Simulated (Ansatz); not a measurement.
# SnPt (model cell, started as zinc blende): following an unstable mode, part 2 of 3

Which phase does SnPt (model cell, started as zinc blende) fall into along its unstable mode, and how much energy does it gain?

Ansatz 0.2.0; DFT LDA, scalar-relativistic, plane waves, PAW.

So far, highest frequency on the path or at a solved wavevector (cm⁻¹): step 2 (the dispersion) 193. Also lowest frequency on the path (cm⁻¹): step 2 -22.9.

The structure was built from a prototype and need not be the compound's stable phase.

**5. Energy along the mode, all amplitudes (two of the runs are shown above)**

An imaginary frequency means negative curvature, so the energy should fall and then rise again as anharmonic terms take over.

Numbers from this step:

* depth at the lowest point sampled: 2.235 meV/atom
* largest atomic shift at that point: 0.22 Å

Table of energy from the parent by largest atomic shift:

```
largest atomic shift (Å)  energy from the parent (meV/atom)
                   0.000                                  0
                   0.040                             -0.183
                   0.080                             -0.683
                   0.140                              -1.70
                   0.220                              -2.23
                   0.320                               2.24
                   0.450                               24.8
```

Displacement at unit largest shift by atom:

```csv
atom,x (Å),y (Å),z (Å),size
Pt1,0.00,-0.89,-0.02,0.89
Pt2,0.00,0.89,0.02,0.89
Sn3,0.00,-0.02,-1.00,1.00
Sn4,0.00,0.02,1.00,1.00
```

The lowest of the steps tried is at 0.22 Å, 2.23 meV/atom below the parent; the bottom of the well need not coincide with a step.

**6. Relaxing from the distorted cell**

Starting from the lowest point found, all atoms and the cell are let go, so that strain and other modes of the same symmetry can join in.

Contents of input.yaml:

```yaml
crystal:
  lattice:
    - [0.0, -2.9533293504, -2.9533293504]
    - [0.0, 2.9533293504, -2.9533293504]
    - [5.9066587008, 0.0, 0.0]
  atoms:
    - { symbol: Pt, position: [0.5338517521, 0.4677457148, 0.5] }
    - { symbol: Pt, position: [-0.0338517521, 0.0322542852, 0.0] }
    - { symbol: Sn, position: [0.0381350271, 0.5363354321, 0.75] }
    - { symbol: Sn, position: [0.4618649729, -0.0363354321, 0.25] }
kpoints:
  mp_grid: { grid: [10, 10, 6] }
hamiltonian:
  xc: lda
scf:
  occupations: { method: methfessel_paxton, width: 0.15 }
output:
  forces: true
  stress: true
  eigenvalues: true
  write_density: true
  write_potential: true
  elf: true
  volumetric_format: npy
relax:
  adjacent_minimum: "off"
  f_tol: 0.002
  max_steps: 120
  cell: { stress_tol: 0.03 }
```

The run is started by

```console
$ ansatz run input.yaml --threads 4 --pin off --max-ram 7168MiB --backend cpu --events-out ev --progress --plain --runs-dir out
```

Numbers of over 12 decimals in the logs are rounded to 6 here.

The program printed:

```text
[...]
Crystal: 4 atoms, lattice volume = 103.038 Å³
Basis set: ecut = 420 eV, 1963 PW (Γ)
Bands: 39, of which v1, the nominal top of the filled ones, is band 32 counted from 1 (31 counted from 0)
Symmetry: 2 space group operations
[...]
k-points: 208 of 600 (time reversal used)
[...]
SCF iter   1: F=—  HF=-36249.149147 eV  |F-HF|=—  |Δ(HF+E_count)|=         —  Δρ=5.68e-3  dr2=1.74e-2  ethr=1.77e-3  ⟨swp⟩=6.6  Hψ=32897  notcnv=0  defer=1
[...]
SCF iter   6: F=-36249.142335 eV  HF=-36249.142335 eV  |F-HF|=4.69e-8  |Δ(HF+E_count)|=   5.71e-8  S|Δr|=    0.00e0  Δρ=9.49e-6  dr2=9.84e-8  ethr=1.56e-10  ⟨swp⟩=14.2  Hψ=61695  notcnv=0
SCF 1 converged in 6 iterations: F = -36249.142335 eV  dr2 = 9.84e-8
[...]
relax step   1: F+E_penalty+E_count = -36249.14233473 eV  Δ(F+E_penalty+E_count) = +0.000e0 eV  max|allowed force component| = 2.821e-2 eV/Å  Δτ_max = 0.0000 Å  P = -1.751 GPa  Ω = 103.038 Å³  (6 SCF iters, dr2 threshold 1.00e-7 eV, accepted)
Crystal: 4 atoms, lattice volume = 99.095 Å³
Basis set: ecut = 420 eV, 1907 PW (Γ)
[...]
SCF iter   6: F=-36249.170675 eV  HF=-36249.170676 eV  |F-HF|=4.91e-8  |Δ(HF+E_count)|=   2.95e-8  S|Δr|=    0.00e0  Δρ=8.46e-6  dr2=8.39e-8  ethr=6.25e-10  ⟨swp⟩=11.2  Hψ=60176  notcnv=0
SCF 2 converged in 6 iterations: F = -36249.170675 eV  dr2 = 8.39e-8
relax step   2: F+E_penalty+E_count = -36249.17067548 eV  Δ(F+E_penalty+E_count) = -2.834e-2 eV  max|allowed force component| = 1.379e-1 eV/Å  Δτ_max = 0.0294 Å  P = +1.628 GPa  Ω = 99.095 Å³  energy of the carried Pulay correction = +1.576e-3 eV  (6 SCF iters, dr2 threshold 4.00e-7 eV, accepted)
Crystal: 4 atoms, lattice volume = 94.433 Å³
Basis set: ecut = 420 eV, 1849 PW (Γ)
[...]
SCF iter   7: F=-36249.324617 eV  HF=-36249.324617 eV  |F-HF|=1.78e-7  |Δ(HF+E_count)|=   4.11e-7  S|Δr|=    0.00e0  Δρ=1.51e-5  dr2=3.76e-7  ethr=6.25e-10  ⟨swp⟩=11.7  Hψ=63860  notcnv=0
SCF 3 converged in 7 iterations: F = -36249.324617 eV  dr2 = 3.76e-7
relax step   3: F+E_penalty+E_count = -36249.32461716 eV  Δ(F+E_penalty+E_count) = -1.539e-1 eV  max|allowed force component| = 4.170e-1 eV/Å  Δτ_max = 0.1803 Å  P = +1.975 GPa  Ω = 94.433 Å³  energy of the carried Pulay correction = +3.522e-3 eV  (7 SCF iters, dr2 threshold 4.00e-7 eV, accepted)
[... from here on, the SCF cycles and remarks between the steps are left out ...]
relax step   4: F+E_penalty+E_count = -36249.63601314 eV  Δ(F+E_penalty+E_count) = -3.114e-1 eV  max|allowed force component| = 7.740e-1 eV/Å  Δτ_max = 0.1679 Å  P = +0.565 GPa  Ω = 90.753 Å³  energy of the carried Pulay correction = +5.124e-3 eV  (7 SCF iters, dr2 threshold 4.00e-7 eV, accepted)
relax step   5: F+E_penalty+E_count = -36250.08818957 eV  Δ(F+E_penalty+E_count) = -4.522e-1 eV  max|allowed force component| = 1.093e0 eV/Å  Δτ_max = 0.1975 Å  P = -2.369 GPa  Ω = 87.567 Å³  energy of the carried Pulay correction = +6.561e-3 eV  (7 SCF iters, dr2 threshold 4.00e-7 eV, accepted)
relax step   6: F+E_penalty+E_count = -36250.48291783 eV  Δ(F+E_penalty+E_count) = -3.947e-1 eV  max|allowed force component| = 1.620e0 eV/Å  Δτ_max = 0.1309 Å  P = +0.694 GPa  Ω = 82.724 Å³  energy of the carried Pulay correction = +8.840e-3 eV  (7 SCF iters, dr2 threshold 4.00e-7 eV, accepted)
relax step   7: F+E_penalty+E_count = -36250.94953673 eV  Δ(F+E_penalty+E_count) = -4.666e-1 eV  max|allowed force component| = 1.077e0 eV/Å  Δτ_max = 0.1946 Å  P = -0.213 GPa  Ω = 80.263 Å³  energy of the carried Pulay correction = +1.004e-2 eV  (7 SCF iters, dr2 threshold 4.00e-7 eV, accepted)
relax step   8: F+E_penalty+E_count = -36251.23881878 eV  Δ(F+E_penalty+E_count) = -2.893e-1 eV  max|allowed force component| = 7.668e-1 eV/Å  Δτ_max = 0.1976 Å  P = +4.024 GPa  Ω = 76.697 Å³  energy of the carried Pulay correction = +1.185e-2 eV  (7 SCF iters, dr2 threshold 4.00e-7 eV, accepted)
relax step   9: F+E_penalty+E_count = -36251.37455314 eV  Δ(F+E_penalty+E_count) = -1.357e-1 eV  max|allowed force component| = 1.337e-1 eV/Å  Δτ_max = 0.1381 Å  P = +0.549 GPa  Ω = 78.053 Å³  energy of the carried Pulay correction = +1.115e-2 eV  (6 SCF iters, dr2 threshold 4.00e-7 eV, accepted)
relax step  10: F+E_penalty+E_count = -36251.38843839 eV  Δ(F+E_penalty+E_count) = -1.389e-2 eV  max|allowed force component| = 8.323e-3 eV/Å  Δτ_max = 0.0430 Å  P = -0.108 GPa  Ω = 78.201 Å³  energy of the carried Pulay correction = +1.108e-2 eV  (5 SCF iters, dr2 threshold 4.00e-7 eV, accepted)
relax step  11: F+E_penalty+E_count = -36251.38864174 eV  Δ(F+E_penalty+E_count) = -2.034e-4 eV  max|allowed force component| = 3.162e-3 eV/Å  Δτ_max = 0.0044 Å  P = -0.052 GPa  Ω = 78.155 Å³  energy of the carried Pulay correction = +1.110e-2 eV  (4 SCF iters, dr2 threshold 2.07e-7 eV, accepted)
relax step  12: F+E_penalty+E_count = -36251.38866890 eV  Δ(F+E_penalty+E_count) = -2.716e-5 eV  max|allowed force component| = 6.049e-4 eV/Å  Δτ_max = 0.0013 Å  P = +0.022 GPa  Ω = 78.122 Å³  energy of the carried Pulay correction = +1.112e-2 eV  (4 SCF iters, dr2 threshold 1.49e-8 eV, accepted)
relax step  13: F+E_penalty+E_count = -36251.38866512 eV  Δ(F+E_penalty+E_count) = +3.775e-6 eV  max|allowed force component| = 5.168e-5 eV/Å  Δτ_max = 0.0002 Å  P = +0.002 GPa  Ω = 78.132 Å³  energy of the carried Pulay correction = +1.111e-2 eV  (4 SCF iters, dr2 threshold 2.84e-9 eV, accepted)
relax step  14: F+E_penalty+E_count = -36251.40813149 eV  Δ(F+E_penalty+E_count) = -1.947e-2 eV  max|allowed force component| = 6.684e-3 eV/Å  Δτ_max = 0.0000 Å  P = +0.409 GPa  Ω = 78.132 Å³  stress off target by 1.30e0 GPa  SCF on the basis re-selected at this cell (its energy is not comparable with the rows above)  (7 SCF iters)
relax step  15: F+E_penalty+E_count = -36251.41297384 eV  Δ(F+E_penalty+E_count) = -4.842e-3 eV  max|allowed force component| = 1.762e-3 eV/Å  Δτ_max = 0.0197 Å  P = +0.106 GPa  Ω = 78.295 Å³  energy of the carried Pulay correction = -8.509e-5 eV  (5 SCF iters, dr2 threshold 4.00e-7 eV, accepted)
relax step  16: F+E_penalty+E_count = -36251.41326215 eV  Δ(F+E_penalty+E_count) = -2.883e-4 eV  max|allowed force component| = 1.799e-4 eV/Å  Δτ_max = 0.0058 Å  P = -0.004 GPa  Ω = 78.356 Å³  energy of the carried Pulay correction = -1.167e-4 eV  (4 SCF iters, dr2 threshold 2.40e-7 eV, accepted)
relax step  17: F+E_penalty+E_count = -36251.41343380 eV  Δ(F+E_penalty+E_count) = -1.717e-4 eV  max|allowed force component| = 5.036e-4 eV/Å  Δτ_max = 0.0000 Å  P = -0.005 GPa  Ω = 78.356 Å³  stress off target by 3.45e-2 GPa  SCF on the basis re-selected at this cell (its energy is not comparable with the rows above)  (6 SCF iters)
relax step  18: F+E_penalty+E_count = -36251.41344759 eV  Δ(F+E_penalty+E_count) = -1.379e-5 eV  max|allowed force component| = 1.288e-4 eV/Å  Δτ_max = 0.0013 Å  P = +0.000 GPa  Ω = 78.353 Å³  energy of the carried Pulay correction = +1.424e-6 eV  (5 SCF iters, dr2 threshold 2.98e-9 eV, accepted)
[...]
SCF iter   4: F=-36251.413441 eV  HF=-36251.413441 eV  |F-HF|=0.00e0  |Δ(HF+E_count)|=  1.46e-11  S|Δr|=    0.00e0  Δρ=7.49e-8  dr2=5.86e-12  ethr=1.00e-12  ⟨swp⟩=5.3  Hψ=35688  notcnv=0
SCF 19 converged in 4 iterations: F = -36251.413441 eV  dr2 = 5.86e-12
relax step  19: F+E_penalty+E_count = -36251.41344073 eV  Δ(F+E_penalty+E_count) = +6.861e-6 eV  max|allowed force component| = 1.421e-4 eV/Å  Δτ_max = 0.0000 Å  P = +0.000 GPa  Ω = 78.353 Å³  stress off target by 5.13e-3 GPa  SCF on the basis re-selected at this cell (its energy is not comparable with the rows above)  (4 SCF iters)
basis re-selected at this cell: Δ(F+E_penalty+E_count) = +6.861e-6 eV, ΔP = +0.000 GPa vs the last step (what re-selecting the basis moved, of the pressure what is left beyond the Pulay correction that the steps carried, after the strain that the cell walked since its last selection, with what the two solves' SCF thresholds leave and, on support functions, any second-order correction that the steps lacked; it is no m [...]
SCF converged after 4 iterations
[...]
Free energy (F): -36251.413441 eV
[...]
Internal energy: -36251.412838 eV  (E = F + TS)
E sigma→0 (E₀):  -36251.413290 eV
Entropy (-TS):   -0.000602 eV (-0.151 meV/atom)
Fermi energy:    16.370170 eV
[...]
--- Forces (eV/Å), atoms counted from 1 ---
  atom   1  Pt     0.00003524     0.00004831    -0.00001554
  atom   2  Pt     0.00003524    -0.00004831     0.00001554
  atom   3  Sn    -0.00003524    -0.00001039     0.00014205
  atom   4  Sn    -0.00003524     0.00001039    -0.00014205
  max |Σ_I F_I| component: 3.40e-9 eV/Å
--- Stress (GPa, compression-positive) ---
       -0.001181      -0.000000      -0.000000
       -0.000000      -0.002891       0.000080
       -0.000000       0.000080       0.005132
  P = ⅓ Tr σ = 0.0004 GPa (0.004 kbar)
--- Band table (eV; the first three rows and the last of 208) ---
  k-point 0: bands = [... 28 lower, 14.4238, 14.4241, 17.6774, 18.1346, 18.1383, 20.1737, 21.1707, 21.7437, ... 3 higher]
  k-point 1: bands = [... 28 lower, 14.1099, 14.1104, 17.1753, 18.5639, 18.5672, 20.2740, 20.6166, 21.6325, ... 3 higher]
  k-point 2: bands = [... 28 lower, 13.4982, 13.4989, 16.6743, 18.7844, 19.5018, 19.5044, 21.2413, 21.2417, ... 3 higher]
  k-point 207: bands = [... 28 lower, 13.3409, 13.3409, 13.7355, 13.7355, 18.0473, 18.0473, 19.8542, 19.8542, ... 3 higher]
--- Relaxed structure (16 steps of the walk, 16 accepted, 3 SCFs on fresh bases) ---
  F+E_penalty+E_count = -36251.41344073 eV   max|allowed force component| = 1.421e-4 eV/Å   (the final SCF, on the basis selected at the relaxed cell)
  cell:  # Å, volume = 78.3532 Å³
    - [0.0, -2.045209, -3.541609]
    - [0.0, 2.045225, -3.541625]
    - [5.408612, 0.0, 0.0]
  atoms:
    - { symbol: Pt, position: [0.750002, 0.249997, 0.499999] }
    - { symbol: Pt, position: [-0.250002, 0.250003, -7.94692335356401e-7] }
    - { symbol: Sn, position: [0.083369, 0.583373, 0.750001] }
    - { symbol: Sn, position: [0.416631, -0.083373, 0.250001] }
```

The job ended after 5.9 min (4 threads of Arm Neoverse V2, shared host; peak memory 0.9 GiB).

Relaxation path:

| step | energy less that of the first step (eV) | largest force component (eV/Å) | pressure (GPa) | volume (Å³) |
| --- | --- | --- | --- | --- |
| 1 | 0.0000 | 0.0282 | -1.75 | 103.04 |
| 2 | -0.0283 | 0.1379 | 1.63 | 99.10 |
| 3 | -0.1823 | 0.4170 | 1.98 | 94.43 |
| 4 | -0.4937 | 0.7740 | 0.56 | 90.75 |
| 5 | -0.9459 | 1.0935 | -2.37 | 87.57 |
| 6 | -1.3406 | 1.6198 | 0.69 | 82.72 |
| 7 | -1.8072 | 1.0768 | -0.21 | 80.26 |
| 8 | -2.0965 | 0.7668 | 4.02 | 76.70 |
| 9 | -2.2322 | 0.1337 | 0.55 | 78.05 |
| 10 | -2.2461 | 0.0083 | -0.11 | 78.20 |
| 11 | -2.2463 | 0.0032 | -0.05 | 78.16 |
| 12 | -2.2463 | 0.0006 | 0.02 | 78.12 |
| 13 | -2.2463 | 0.0001 | 0.00 | 78.13 |
| 14* | -2.2658 | 0.0067 | 0.41 | 78.13 |
| 15 | -2.2706 | 0.0018 | 0.11 | 78.30 |
| 16 | -2.2709 | 0.0002 | 0.00 | 78.36 |
| 17* | -2.2711 | 0.0005 | -0.01 | 78.36 |
| 18 | -2.2711 | 0.0001 | 0.00 | 78.35 |
| 19* | -2.2711 | 0.0001 | 0.00 | 78.35 |

Relaxation steps marked * repeat the geometry before them on a plane-wave basis chosen anew for their cell, so energy and pressure can jump there.

The run keeps the 2 symmetry operations that it works with, so distortions that break them were not tested.

```
     cell as run  before  after   change
           a (Å)   4.177  4.090   -2.1 %
           b (Å)   4.177  4.090   -2.1 %
           c (Å)   5.907  5.409   -8.4 %
           γ (°)   90.00  60.01  -33.3 %
volume (Å³/atom)   25.76  19.59  -24.0 %
```

The atoms that moved most (Å, as changes of fractional coordinates times the final cell):

| atom | dx | dy | dz | length |
| --- | --- | --- | --- | --- |
| Pt1 | 0.000 | -0.887 | 0.006 | 0.887 |
| Pt2 | 0.000 | 0.887 | -0.006 | 0.887 |
| Sn4 | 0.000 | -0.004 | 0.327 | 0.327 |
| Sn3 | 0.000 | 0.004 | -0.327 | 0.327 |

The relaxed structure:

```cif
data_structure
_symmetry_space_group_name_H-M 'P 1'
_symmetry_Int_Tables_number 1
_cell_length_a 4.0897
_cell_length_b 4.0898
_cell_length_c 5.4086
_cell_angle_alpha 90.000
_cell_angle_beta 90.000
_cell_angle_gamma 60.011
_cell_volume 78.35
loop_
_atom_site_label
_atom_site_type_symbol
_atom_site_fract_x
_atom_site_fract_y
_atom_site_fract_z
_atom_site_occupancy
Pt1 Pt 0.75000 0.25000 0.50000 1
Pt2 Pt 0.75000 0.25000 0.00000 1
Sn3 Sn 0.08337 0.58337 0.75000 1
Sn4 Sn 0.41663 0.91663 0.25000 1
```

This step gave:

- pressure: 3.53e-4 GPa
- volume per atom: 19.59 Å³

Electrostatic potential energy in the ac plane at fractional y = 0.250, with atoms of Pt within 0.2 Å of it. With pseudopotentials it is smooth inside the atoms' cores, unlike the true potential.

Values in eV, 18 rows by 14 columns, each cell a mean:
```
 10  16  18  18  18  18  15   5 -28 -53 -63 -62 -45 -17
 13  16  17  16  16  17  16  11 -11 -33 -47 -45 -26  -3
 16  16  15  14  14  15  16  15   9  -2 -11 -10   2  11
 16  15  13  12  12  14  16  17  15  13  10  11  14  16
 17  15  13  11  12  14  16  17  16  15  13  13  15  16
 16  16  14  13  13  15  16  16  12   5  -2   0   8  13
 14  16  16  15  16  16  16  13  -2 -21 -35 -32 -14   4
 11  16  17  17  17  17  15   7 -24 -48 -60 -59 -40 -13
  9  16  18  18  18  18  14   3 -34 -58 -65 -65 -50 -22
 10  16  18  18  18  17  15   5 -28 -53 -63 -62 -45 -17
 13  16  17  16  16  17  15  10 -11 -33 -47 -45 -26  -3
 16  16  15  14  14  15  16  15   8  -2 -11 -10   2  11
 17  16  13  12  12  14  16  17  15  13  10  11  14  16
 17  15  13  11  12  14  16  17  16  14  13  13  15  17
 16  16  14  13  13  15  16  16  11   5  -2   0   8  13
 14  16  16  15  16  16  16  13  -2 -21 -35 -32 -14   4
 11  16  17  17  17  17  15   7 -24 -48 -60 -59 -40 -13
  9  16  18  18  18  18  14   3 -34 -58 -65 -65 -50 -22
```
Columns run along a (4.1 Å; values clipped at the 3rd and 97th percentile), rows up along c (5.4 Å). Atoms in or near the plane, at fractional coordinates: Pt at (0.75, 0.50), Pt at (0.75, 0.00).

Valence density in the ac plane at fractional y = 0.250, with atoms of Pt within 0.2 Å of it. It is the smooth field of the valence electrons, not physical close to the nuclei.

Values in e/Å³, 18 rows by 14 columns, each cell a mean:
```
 1  0  0  0  0  0  0  1  3  7 10  9  6  2
 0  0  0  0  0  0  0  1  2  4  6  5  3  1
 0  0  0  0  0  0  0  0  1  1  2  2  1  1
 0  0  0  0  0  0  0  0  0  0  1  1  0  0
 0  0  0  0  0  0  0  0  0  0  0  0  0  0
 0  0  0  0  0  0  0  0  1  1  1  1  1  0
 0  0  0  0  0  0  0  0  1  3  4  4  2  1
 1  0  0  0  0  0  0  1  3  6  9  8  5  2
 1  0  0  0  0  0  0  1  4  8 11 11  7  3
 1  0  0  0  0  0  0  1  3  7 10  9  6  2
 0  0  0  0  0  0  0  1  2  4  6  5  3  1
 0  0  0  0  0  0  0  0  1  1  2  2  1  1
 0  0  0  0  0  0  0  0  0  0  1  1  0  0
 0  0  0  0  0  0  0  0  0  0  0  0  0  0
 0  0  0  0  0  0  0  0  1  1  1  1  1  0
 0  0  0  0  0  0  0  0  1  3  4  4  2  1
 1  0  0  0  0  0  0  1  3  6  9  8  5  2
 1  0  0  0  0  0  0  1  4  8 11 11  7  3
```
Columns run along a (4.1 Å), rows up along c (5.4 Å). Atoms in or near the plane, at fractional coordinates: Pt at (0.75, 0.50), Pt at (0.75, 0.00).

ELF in the ac plane at fractional y = 0.250, with atoms of Pt within 0.2 Å of it. It is the smooth field of the valence electrons, not physical close to the nuclei.

Ten even steps from '_' (0.23) to '@' (0.69), each cell a mean:
```
::..______....::**@@@@@@%%++
......____..::::==##%%%%**--
......____..::....::--::....
::....____..::..............
::....____..::::............
......____..::..............
......____..::..--++****==::
::....____....::**%%@@@@%%==
::..______....::##@@@@@@%%++
::..______....::**@@@@@@%%++
......____..::::==##%%%%**--
......____..::....::--::....
::..______....::............
::..______....::............
......____..::..............
......____..::..--++****==::
::....____....::**%%@@@@%%==
::..______....::##@@@@@@%%++
```
Columns run along a (4.1 Å), rows up along c (5.4 Å). Atoms in or near the plane, at fractional coordinates: Pt at (0.75, 0.50), Pt at (0.75, 0.00).

The distorted start has space group P2_1; the relaxation ends in P6_3/mmc.

**7. The new phase in its own primitive cell**

The relaxed structure is symmetrised, reduced to its primitive cell and relaxed tightly, as its phonons need.

Contents of input.yaml:

```yaml
crystal:
  lattice:
    - [4.0897391844, 0.0, 0.0]
    - [-2.0448695922, 3.5418180285, 0.0]
    - [0.0, 0.0, 5.4086118871]
  atoms:
    - { symbol: Pt, position: [0.0, 0.0, 0.5] }
    - { symbol: Pt, position: [0.0, 0.0, 0.0] }
    - { symbol: Sn, position: [0.6666666667, 0.3333333333, 0.75] }
    - { symbol: Sn, position: [0.3333333333, 0.6666666667, 0.25] }
kpoints:
  mp_grid: { grid: [12, 12, 8] }
hamiltonian:
  xc: lda
scf:
  occupations: { method: methfessel_paxton, width: 0.15 }
output:
  forces: true
  stress: true
  eigenvalues: true
relax:
  adjacent_minimum: "off"
  f_tol: 0.001
  max_steps: 60
  cell: { stress_tol: 0.01 }
```

The program printed:

```text
[...]
Crystal: 4 atoms, lattice volume = 78.344 Å³
Basis set: ecut = 420 eV, 1555 PW (Γ)
Bands: 39, of which v1, the nominal top of the filled ones, is band 32 counted from 1 (31 counted from 0)
Symmetry: 24 space group operations
[...]
k-points: 95 of 1152
[...]
--- Relaxed structure (3 steps of the walk, 2 accepted, 1 SCFs on fresh bases) ---
[...]
cell:  # Å, volume = 78.3797 Å³
    - [4.092020, 0.0, 0]
    - [-2.046010, 3.543793, 0]
    - [0, 0, 5.405026]
  atoms:
    - { symbol: Pt, position: [0, 0, 0.500000] }
    - { symbol: Pt, position: [0, 0, 0] }
    - { symbol: Sn, position: [0.666667, 0.333333, 0.750000] }
    - { symbol: Sn, position: [0.333333, 0.666667, 0.250000] }
[key lines of the parts left out:]
SCF converged after 4 iterations
Free energy (F): -36251.422184 eV
Fermi energy:    16.367026 eV
P = ⅓ Tr σ = -0.0007 GPa (-0.007 kbar)
```

Elapsed: 13 s, on 4 threads; peak memory 0.54 GiB.

Little changed from the start: no atom moved by 0.005 Å and no cell edge by 0.1 %.

This step gave:

* pressure: -7.09e-4 GPa

The forces vanish by symmetry and the pressure is -0.001 GPa, within the tolerances set. The cell now holds 19.59 Å³/atom.

(Continued in part 3 of 3.)

[Logs are printed without paths, hosts, clocks, repeated set-up lines and the standing remarks that a program may print on its own settings, such as how far it seeks lower states.]

[Hosts, paths, dates, database ids (printed as entryN), source tags and the programs' standing remarks are cut or masked in the printed files.]
